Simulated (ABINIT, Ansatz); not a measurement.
# AlH3 (Pm-3m): third-order response

Which lines does AlH3 (Pm-3m) show in Raman and infrared spectra?

Method: DFT LDA, scalar-relativistic, plane waves, HGH norm-conserving pseudopotentials, in ABINIT 10.8.3.

The structure was built from a prototype and need not be the compound's stable phase.

## (1) Set-up

Symmetry: Pm-3m, No. 221, cubic system. Conventional cell: a = 3.384 Å, b = 3.384 Å, c = 3.384 Å, α = 90.00°, β = 90.00°, γ = 90.00°. Nearest to Al lie 6 H at 1.69 Å. Nearest to H lie 2 Al at 1.69 Å. Farther neighbours are not listed.

## (2) Relaxing the cell and atoms

The harmonic expansion needs vanishing forces, and a free crystal bears no stress, so cell and atoms are brought to rest. Stress is more sensitive to the basis than forces are: the last 3 Ha under the cutoff are smoothed with ecutsm, and the cutoff is raised above that of the later runs.

The starting cell comes from a relaxation made beforehand in Ansatz (LDA, PseudoDojo NC).

Contents of relax.abi:

```
# relaxation
ionmov 2
optcell 2
dilatmx 1.08
ntime 40
tolmxf 1.0d-05
tolvrs 1.0d-14
prtwf 0
prtden 0
chksymtnons 0

# basis, mesh and filling
ecut 43.0
ecutsm 3.0
ixc 7
ngkpt 10 10 10
nshiftk 1
shiftk 0.0 0.0 0.0
istwfk *1
occopt 1
nband 3
nstep 100
diemac 9.0
prtebands 0
prtgsr 0

# cell and atoms
acell 6.394466076 6.394466076 6.394466076
rprim 
    1.0 0.0 0.0
    0.0 1.0 0.0
    0.0 0.0 1.0
ntypat 2
znucl 13 1
natom 4
typat 1 2 2 2
xred 
    0.0 0.0 0.0
    0.5 0.0 0.0
    0.0 0.5 0.0
    0.0 0.0 0.5
pp_dirpath "./pseudo"
pseudos "Al.hgh, H.hgh"
```

Command:

```
$ OMP_NUM_THREADS=1 mpirun -n 2 abinit relax.abi > relax.log
```

Numbers of over 12 decimals in the logs are rounded to 6 here.

relax.abo, the main output file:

```text
[banners, grids, parts of the stress and lines that vanish by symmetry left out]
- input  file    -> relax.abi
- output file    -> relax.abo
- root for input  files -> relaxi
[...]
Symmetries : space group Pm -3 m (#221); Bravais cP (primitive cubic)
[...]
mpw =        4468          nfft =       91125          nkpt =          56
[...]
== DATASET  1 ==================================================================
[...]
cutoff_energies: {ecut:  43.0, pawecutdg:  -1.0, }
[...]
Exchange-correlation functional for the present dataset will be:
  LDA: Perdew-Wang 92 LSD fit to Ceperley-Alder data - ixc=7
[...]
ETOT  1  -3.800795    -3.801E+00 3.704E-02 5.188E+01
 ETOT  2  -3.814464    -1.367E-02 4.994E-06 1.592E+00
 ETOT  3  -3.814510    -4.594E-05 1.882E-07 1.451E-01
 ETOT  4  -3.814514    -4.171E-06 1.673E-08 4.900E-03
 ETOT  5  -3.814514    -1.145E-07 1.393E-09 5.110E-05
[...]
At SCF step   10       vres2   =  1.34E-15 < tolvrs=  1.00E-14 =>converged.
[...]
sigma(1 1)=  6.06437360E-07  sigma(3 2)=  0.00000000E+00
  sigma(2 2)=  6.06437360E-07  sigma(3 1)=  0.00000000E+00
  sigma(3 3)=  6.06437360E-07  sigma(2 1)=  0.00000000E+00
[...]
convergence: {deltae:  2.487E-14, res2:  1.339E-15, residm:  1.148E-18, diffor: null, }
etotal    :  -3.81451447E+00
[...]
ETOT  1  -3.814514    -3.815E+00 1.550E-05 7.851E-06
[...]
At SCF step    6       vres2   =  3.40E-15 < tolvrs=  1.00E-14 =>converged.
[...]
sigma(1 1)=  4.95578384E-07  sigma(3 2)=  0.00000000E+00
  sigma(2 2)=  4.95578384E-07  sigma(3 1)=  0.00000000E+00
  sigma(3 3)=  4.95578384E-07  sigma(2 1)=  0.00000000E+00
[...]
convergence: {deltae:  1.776E-15, res2:  3.396E-15, residm:  6.069E-19, diffor: null, }
etotal    :  -3.81451448E+00
[...]
ETOT  1  -3.814514    -3.815E+00 1.166E-08 1.568E-04
[...]
ETOT  6  -3.814514     7.905E-14 1.204E-17 6.973E-14
 ETOT  7  -3.814514    -1.346E-13 2.899E-19 5.362E-16
 At SCF step    7       vres2   =  5.36E-16 < tolvrs=  1.00E-14 =>converged.
[...]
sigma(1 1)= -5.62123310E-10  sigma(3 2)=  0.00000000E+00
  sigma(2 2)= -5.62123310E-10  sigma(3 1)=  0.00000000E+00
  sigma(3 3)= -5.62123309E-10  sigma(2 1)=  0.00000000E+00
[...]
convergence: {deltae: -1.346E-13, res2:  5.362E-16, residm:  2.899E-19, diffor: null, }
etotal    :  -3.81451449E+00
[...]
At Broyd/MD step   3, gradients are converged :
[...]
sigma(1 1)= -5.62123310E-10  sigma(3 2)=  0.00000000E+00
  sigma(2 2)= -5.62123310E-10  sigma(3 1)=  0.00000000E+00
  sigma(3 3)= -5.62123309E-10  sigma(2 1)=  0.00000000E+00
[...]
- sigma(1 1)= -1.65382388E-05  sigma(3 2)=  0.00000000E+00
- sigma(2 2)= -1.65382388E-05  sigma(3 1)=  0.00000000E+00
- sigma(3 3)= -1.65382387E-05  sigma(2 1)=  0.00000000E+00
[...]
fcart     -0.0000000000E+00 -0.0000000000E+00 -0.0000000000E+00
           strten     -5.6212330971E-10 -5.6212330971E-10 -5.6212330949E-10
================================================================================

[key lines of the parts left out:]
pressure_GPa:   1.6538E-05
Total energy (etotal) [Ha]= -3.81451449216169E+00
```

The job ended after 32 s (2 MPI ranks of Intel Xeon at 2.70GHz, shared host).

Little changed from the start: no atom moved by 0.005 Å and no cell edge by 0.1 %.

This step gave:

```
volume per atom : 9.683 Å³
pressure        : 1.65e-5 GPa
```

## (3) Ground state

First-order wavefunctions inherit every error of the ground state, hence the very tight tolvrs. The mesh is shifted off Γ, since shifted meshes converge sums over the zone faster.

Contents of gs.abi:

```
# ground state
tolvrs 1.0d-16
prtden 1
prtwf 1

# basis, mesh and filling
ecut 35.0
ixc 7
ngkpt 12 12 12
nshiftk 1
shiftk 0.5 0.5 0.5
istwfk *1
occopt 1
nband 3
nstep 100
diemac 9.0
prtebands 0
prtgsr 0

# cell and atoms
acell 6.393829837 6.393829837 6.393829837
rprim 
    1.0 0.0 0.0
    0.0 1.0 0.0
    0.0 0.0 1.0
ntypat 2
znucl 13 1
natom 4
typat 1 2 2 2
xred 
    0.0 0.0 0.0
    0.5 0.0 0.0
    0.0 0.5 0.0
    0.0 0.0 0.5
pp_dirpath "./pseudo"
pseudos "Al.hgh, H.hgh"
```

Command:

```
$ OMP_NUM_THREADS=1 mpirun -n 2 abinit gs.abi > gs.log
```

gs.abo, the main output file:

```text
[banners, grids, parts of the stress and lines that vanish by symmetry left out]
- input  file    -> gs.abi
- output file    -> gs.abo
- root for input  files -> gsi
[...]
Symmetries : space group Pm -3 m (#221); Bravais cP (primitive cubic)
[...]
mpw =        2600          nfft =       46656          nkpt =          56
[...]
== DATASET  1 ==================================================================
[...]
cutoff_energies: {ecut:  35.0, pawecutdg:  -1.0, }
[...]
Exchange-correlation functional for the present dataset will be:
  LDA: Perdew-Wang 92 LSD fit to Ceperley-Alder data - ixc=7
[...]
ETOT  1  -3.803032    -3.803E+00 1.733E-02 2.703E+01
 ETOT  2  -3.812622    -9.590E-03 3.096E-06 7.814E-01
 ETOT  3  -3.812676    -5.310E-05 2.614E-07 7.631E-02
 ETOT  4  -3.812680    -4.033E-06 1.618E-08 2.740E-03
 ETOT  5  -3.812680    -1.237E-07 1.787E-09 1.891E-05
[...]
ETOT 10  -3.812680    -6.750E-14 6.703E-19 5.653E-16
 ETOT 11  -3.812680     1.381E-13 4.090E-20 9.419E-18
 At SCF step   11       vres2   =  9.42E-18 < tolvrs=  1.00E-16 =>converged.
[...]
sigma(1 1)=  2.97248696E-05  sigma(3 2)=  0.00000000E+00
  sigma(2 2)=  2.97248696E-05  sigma(3 1)=  0.00000000E+00
  sigma(3 3)=  2.97248696E-05  sigma(2 1)=  0.00000000E+00
[...]
convergence: {deltae:  1.381E-13, res2:  9.419E-18, residm:  4.090E-20, diffor: null, }
etotal    :  -3.81267967E+00
[...]
sigma(1 1)=  2.97248696E-05  sigma(3 2)=  0.00000000E+00
  sigma(2 2)=  2.97248696E-05  sigma(3 1)=  0.00000000E+00
  sigma(3 3)=  2.97248696E-05  sigma(2 1)=  0.00000000E+00
[...]
- sigma(1 1)=  8.74535858E-01  sigma(3 2)=  0.00000000E+00
- sigma(2 2)=  8.74535858E-01  sigma(3 1)=  0.00000000E+00
- sigma(3 3)=  8.74535858E-01  sigma(2 1)=  0.00000000E+00
[...]
fcart     -0.0000000000E+00 -0.0000000000E+00 -0.0000000000E+00
           strten      2.9724869630E-05  2.9724869630E-05  2.9724869630E-05
================================================================================

[key lines of the parts left out:]
pressure_GPa:  -8.7454E-01
```

Wall time 7.4 s (2 MPI ranks); 14 s of CPU time.

Numbers from this step:

| Quantity | Value |
| --- | --- |
| pressure | -0.8745 GPa |

The cell stands at -0.87 GPa: the relaxation ran with a smoothed and higher cutoff and on another k mesh.

## (4) The gap at rest

Empty bands on the ground state's density check that the gap assumed so far is there in this cell.

Contents of gap.abi:

```
# empty bands on the ground state's density
iscf -2
getden_filepath "gso_DEN"
tolwfr 1.0d-12
nbdbuf 2
prtwf 0

# basis, mesh and filling
ecut 35.0
ixc 7
ngkpt 12 12 12
nshiftk 1
shiftk 0.0 0.0 0.0
istwfk *1
occopt 1
nband 7
nstep 100
diemac 9.0
prtebands 0
prtgsr 0

# cell and atoms
acell 6.393829837 6.393829837 6.393829837
rprim 
    1.0 0.0 0.0
    0.0 1.0 0.0
    0.0 0.0 1.0
ntypat 2
znucl 13 1
natom 4
typat 1 2 2 2
xred 
    0.0 0.0 0.0
    0.5 0.0 0.0
    0.0 0.5 0.0
    0.0 0.0 0.5
pp_dirpath "./pseudo"
pseudos "Al.hgh, H.hgh"
```

Command:

```
$ OMP_NUM_THREADS=1 mpirun -n 2 abinit gap.abi > gap.log
```

gap.abo, the main output file:

```text
[banners, grids, parts of the stress and lines that vanish by symmetry left out]
- input  file    -> gap.abi
- output file    -> gap.abo
- root for input  files -> gapi
[...]
Symmetries : space group Pm -3 m (#221); Bravais cP (primitive cubic)
[...]
mpw =        2612          nfft =       46656          nkpt =          84
[...]
== DATASET  1 ==================================================================
[...]
cutoff_energies: {ecut:  35.0, pawecutdg:  -1.0, }
[...]
Exchange-correlation functional for the present dataset will be:
  LDA: Perdew-Wang 92 LSD fit to Ceperley-Alder data - ixc=7
[...]
-outvars: echo values of variables after computation
            acell      6.3938298370E+00  6.3938298370E+00  6.3938298370E+00 Bohr
================================================================================
```

The job ended after 11 s (2 MPI ranks).

Numbers from this step:

```yaml
gap_on_the_k_mesh: 0.3388 eV
```

In this cell the gap on the mesh is 0.34 eV, indirect (smallest direct 3.6 eV), so fixed occupations hold.

## (5) Zone-centre response

The derivative of the wavefunctions by k comes first, since the response to a field is built on it; then the field and the displacements that symmetry doesn't supply are solved at q = 0. By the 2n+1 theorem the first-order wavefunctions also give third derivatives: Raman tensors and the non-linear susceptibility.

It reads the wavefunctions written in step 3.

Contents of dfpt_gamma.abi:

```
ndtset 3

# common to the responses
getwfk_filepath "gso_WFK"
kptopt 2
nqpt 1
qpt 0.0 0.0 0.0
asr 0
chneut 0

# d/dk
rfelfd1 2
rfdir1 1 1 1
iscf1 -3
tolwfr1 1.0d-20

# displacements, field
rfphon2 1
rfatpol2 1 4
rfdir2 1 1 1
rfelfd2 3
getddk2 1
tolvrs2 1.0d-10
prepanl2 1
prtden2 1

# third order
optdriver3 5
getden_filepath3 "gso_DEN"
get1den3 2
get1wf3 2
getddk3 1
d3e_pert1_elfd3 1
d3e_pert1_phon3 1
d3e_pert1_atpol3 1 4
d3e_pert1_dir3 1 1 1
d3e_pert2_elfd3 1
d3e_pert2_dir3 1 1 1
d3e_pert3_elfd3 1
d3e_pert3_dir3 1 1 1
usepead3 1
tolvrs3 1.0d-10

# basis, mesh and filling
ecut 35.0
ixc 7
ngkpt 12 12 12
nshiftk 1
shiftk 0.5 0.5 0.5
istwfk *1
occopt 1
nband 3
nstep 100
diemac 9.0
prtebands 0
prtgsr 0

# cell and atoms
acell 6.393829837 6.393829837 6.393829837
rprim 
    1.0 0.0 0.0
    0.0 1.0 0.0
    0.0 0.0 1.0
ntypat 2
znucl 13 1
natom 4
typat 1 2 2 2
xred 
    0.0 0.0 0.0
    0.5 0.0 0.0
    0.0 0.5 0.0
    0.0 0.0 0.5
pp_dirpath "./pseudo"
pseudos "Al.hgh, H.hgh"
```

Command:

```
$ OMP_NUM_THREADS=1 mpirun -n 2 abinit dfpt_gamma.abi > dfpt_gamma.log
```

dfpt_gamma.abo, the main output file:

```text
[banners, grids, parts of the stress and lines that vanish by symmetry left out]
- input  file    -> dfpt_gamma.abi
- output file    -> dfpt_gamma.abo
- root for input  files -> dfpt_gammai
[...]
DATASET    1 : space group Pm -3 m (#221); Bravais cP (primitive cubic)
[...]
nfft =       46656          nkpt =         864
[...]
DATASET    2 : space group Pm -3 m (#221); Bravais cP (primitive cubic)
[...]
nfft =       46656          nkpt =         864
[...]
DATASET    3 : space group Pm -3 m (#221); Bravais cP (primitive cubic)
[...]
mpw =        2600          nfft =       46656          nkpt =         864
[...]
== DATASET  1 ==================================================================
[...]
cutoff_energies: {ecut:  35.0, pawecutdg:  -1.0, }
[...]
Exchange-correlation functional for the present dataset will be:
  LDA: Perdew-Wang 92 LSD fit to Ceperley-Alder data - ixc=7
[...]
-  1.00000   1.00000     10605                znucl, zion, pspdat
[...]
Perturbation : derivative vs k along direction   1
[...]
-ETOT  1  -5.686051     -5.686E+00 3.677E-02 0.000E+00
 ETOT  2  -5.693064     -7.014E-03 2.494E-04 0.000E+00
 ETOT  3  -5.693090     -2.577E-05 1.360E-06 0.000E+00
 ETOT  4  -5.693090     -1.385E-07 7.949E-09 0.000E+00
 ETOT  5  -5.693090     -9.596E-10 7.115E-11 0.000E+00
[...]
At SCF step   11   max residual=  9.92E-21 < tolwfr=  1.00E-20 =>converged.
[...]
Perturbation : derivative vs k along direction   2
[...]
-ETOT  1  -5.686048     -5.686E+00 3.677E-02 0.000E+00
[...]
At SCF step   11   max residual=  9.96E-21 < tolwfr=  1.00E-20 =>converged.
[...]
Perturbation : derivative vs k along direction   3
[...]
-ETOT  1  -5.686051     -5.686E+00 3.677E-02 0.000E+00
[...]
At SCF step   11   max residual=  9.92E-21 < tolwfr=  1.00E-20 =>converged.
[...]
1        1       1.5478777138   -0.0000000000
     1        2       0.0000000000    0.0000000000
     1        3       0.0000000000    0.0000000000
     2        1       0.0000000000    0.0000000000
     2        2       1.5478777138   -0.0000000000
     2        3       0.0000000000    0.0000000000
     3        1       0.0000000000    0.0000000000
     3        2       0.0000000000    0.0000000000
     3        3       1.5478777138   -0.0000000000
[...]
== DATASET  2 ==================================================================
[...]
cutoff_energies: {ecut:  35.0, pawecutdg:  -1.0, }
[...]
Exchange-correlation functional for the present dataset will be:
  LDA: Perdew-Wang 92 LSD fit to Ceperley-Alder data - ixc=7
[...]
Perturbation : displacement of atom   1   along direction   1
[...]
-ETOT  1   6.205662     -1.925E+01 1.757E-01 8.720E+03
[...]
At SCF step    9       vres2   =  3.70E-12 < tolvrs=  1.00E-10 =>converged.
[...]
Perturbation : displacement of atom   2   along direction   1
[...]
-ETOT  1   11.602415558145     -4.865E+01 3.888E-01 1.868E+04
[...]
At SCF step    9       vres2   =  2.35E-12 < tolvrs=  1.00E-10 =>converged.
[...]
Perturbation : displacement of atom   2   along direction   2
[...]
-ETOT  1   2.442308     -4.776E+01 9.795E-02 7.383E+03
[...]
At SCF step    9       vres2   =  1.51E-11 < tolvrs=  1.00E-10 =>converged.
[...]
Perturbation : homogeneous electric field along direction   1
[...]
-ETOT  1  -63.176699727806     -6.318E+01 1.505E+00 1.623E+03
[...]
At SCF step    9       vres2   =  2.64E-12 < tolvrs=  1.00E-10 =>converged.
[...]
Perturbation : homogeneous electric field along direction   2
[...]
-ETOT  1  -63.175790947255     -6.318E+01 8.220E-01 1.623E+03
[...]
At SCF step    9       vres2   =  2.75E-12 < tolvrs=  1.00E-10 =>converged.
[...]
Perturbation : homogeneous electric field along direction   3
[...]
-ETOT  1  -63.176700074764     -6.318E+01 1.505E+00 1.623E+03
[...]
ETOT  8  -64.049093996562     -9.777E-12 1.540E-13 3.876E-10
 ETOT  9  -64.049093996562      1.563E-13 3.201E-15 2.643E-12
 At SCF step    9       vres2   =  2.64E-12 < tolvrs=  1.00E-10 =>converged.
[...]
Dielectric tensor, in cartesian coordinates,
[...]
1    6   1    6         4.1886147042        -0.0000000000
   1    6   2    6        -0.0000000000        -0.0000000000
   1    6   3    6        -0.0000000000        -0.0000000000
   2    6   1    6        -0.0000000000        -0.0000000000
   2    6   2    6         4.1886147042        -0.0000000000
   2    6   3    6        -0.0000000000        -0.0000000000
   3    6   1    6        -0.0000000000        -0.0000000000
   3    6   2    6        -0.0000000000        -0.0000000000
   3    6   3    6         4.1886147042        -0.0000000000
  Effective charges, in cartesian coordinates,
[...]
1    1   1    6         2.7860202481         0.0000000000
   2    1   1    6         0.0000000000         0.0000000000
   3    1   1    6         0.0000000000         0.0000000000
   1    2   1    6        -1.6127016295         0.0000000000
   2    2   1    6         0.0000000000         0.0000000000
[...]
Effective charges, in cartesian coordinates,
[...]
2    6   1    4         0.0000000000         0.0000000000
   3    6   1    4         0.0000000000         0.0000000000
   1    6   2    4         0.0000000000         0.0000000000
   2    6   2    4        -0.5862095458         0.0000000000
   3    6   2    4         0.0000000000         0.0000000000
   1    6   3    4         0.0000000000         0.0000000000
   2    6   3    4         0.0000000000         0.0000000000
   3    6   3    4        -1.6127016267         0.0000000000
  Phonon wavevector (reduced coordinates) :  0.00000  0.00000  0.00000
 Phonon energies in Hartree :
[...]
Phonon frequencies in cm-1    :
-  6.367687E-01  6.367689E-01  6.367693E-01  4.723914E+02  4.723914E+02
-  4.723914E+02  5.625425E+02  5.625425E+02  5.625425E+02  1.883918E+03
-  1.883918E+03  1.883918E+03
  Phonon at Gamma, with non-analyticity in the
[...]
Phonon energies in Hartree :
[...]
Phonon frequencies in cm-1    :
-  6.367687E-01  6.367689E-01  6.389082E-01  4.723914E+02  4.723914E+02
-  5.625425E+02  5.625425E+02  5.625425E+02  7.405844E+02  1.883918E+03
-  1.883918E+03  2.073762E+03
  Phonon at Gamma, with non-analyticity in the
[...]
Phonon energies in Hartree :
[...]
Phonon frequencies in cm-1    :
-  6.367687E-01  6.367693E-01  6.389077E-01  4.723914E+02  4.723914E+02
-  5.625425E+02  5.625425E+02  5.625425E+02  7.405844E+02  1.883918E+03
-  1.883918E+03  2.073762E+03
  Phonon at Gamma, with non-analyticity in the
[...]
Phonon energies in Hartree :
[...]
Phonon frequencies in cm-1    :
-  6.367689E-01  6.367693E-01  6.389076E-01  4.723914E+02  4.723914E+02
-  5.625425E+02  5.625425E+02  5.625425E+02  7.405844E+02  1.883918E+03
-  1.883918E+03  2.073762E+03
[...]
== DATASET  3 ==================================================================
[...]
cutoff_energies: {ecut:  35.0, pawecutdg:  -1.0, }
[...]
Exchange-correlation functional for the present dataset will be:
  LDA: Perdew-Wang 92 LSD fit to Ceperley-Alder data - ixc=7
[...]
1          1       -0.000000000       -0.000000000       -0.000000000
[...]
1          2       -0.000000000       -0.000000000       -0.000000000
[...]
1          3       -0.000000000       -0.000000000       -0.000000000
[...]
2          1       -0.000000000       -0.000000000       -0.000000000
[...]
2          2       -0.000000000       -0.000000000       -0.000000000
[...]
2          3       -0.000000000       -0.000000000       -0.000000000
[...]
3          1       -0.000000000       -0.000000000       -0.000000000
[...]
3          2       -0.000000000       -0.000000000       -0.000000000
[...]
3          3       -0.000000000       -0.000000000       -0.000000000
[...]
4          1       -0.000000000       -0.000000000       -0.000000000
[...]
4          2       -0.000000000       -0.000000000       -0.000000000
[...]
4          3       -0.000000000       -0.000000000       -0.000000000
[...]
strten2     0.0000000000E+00  0.0000000000E+00  0.0000000000E+00
           strten3     0.0000000000E+00  0.0000000000E+00  0.0000000000E+00
================================================================================
```

It took 13 min on 2 MPI ranks.

Numbers from this step:

```
miss of the charge sum rule                                       : 9.00e-4 e
largest acoustic frequency at the zone centre before the sum rule : 0.64 cm⁻¹
highest optical zone-centre mode (no LO-TO term)                  : 1884 cm⁻¹
lowest optical zone-centre mode                                   : 472.4 cm⁻¹
mean high-frequency dielectric constant                           : 4.189
largest Born charge in size (third of the trace)                  : 2.786 e
```

Born charge (rows field, columns displacement), before the sum rule (e), principal values of the symmetric part by kind of site:

```
atom  atoms with these values    low  middle   high   mean
 Al1                        1   2.79    2.79   2.79   2.79
  H2                        3  -1.61   -0.59  -0.59  -0.93
```

In full for Al1:

```
2.79 0.00 0.00
0.00 2.79 0.00
0.00 0.00 2.79
```

High-frequency dielectric tensor:

```
4.19 0.00 0.00
0.00 4.19 0.00
0.00 0.00 4.19
```

The acoustic modes at Γ come out as far as 0.6 cm⁻¹ from zero, where they should vanish, a small numerical error; the Born charges miss their sum rule by 9.0e-4 e, which is good.

[end of part 1 of 3]

[Host names and launcher messages were left out of these logs when they were recorded.]

[Logs are printed without paths, hosts, clocks, repeated set-up lines and the standing remarks that a program may print on its own settings, such as how far it seeks lower states.]

[Hosts, paths, dates, database ids (printed as entryN), source tags and the programs' standing remarks are cut or masked in the printed files.]
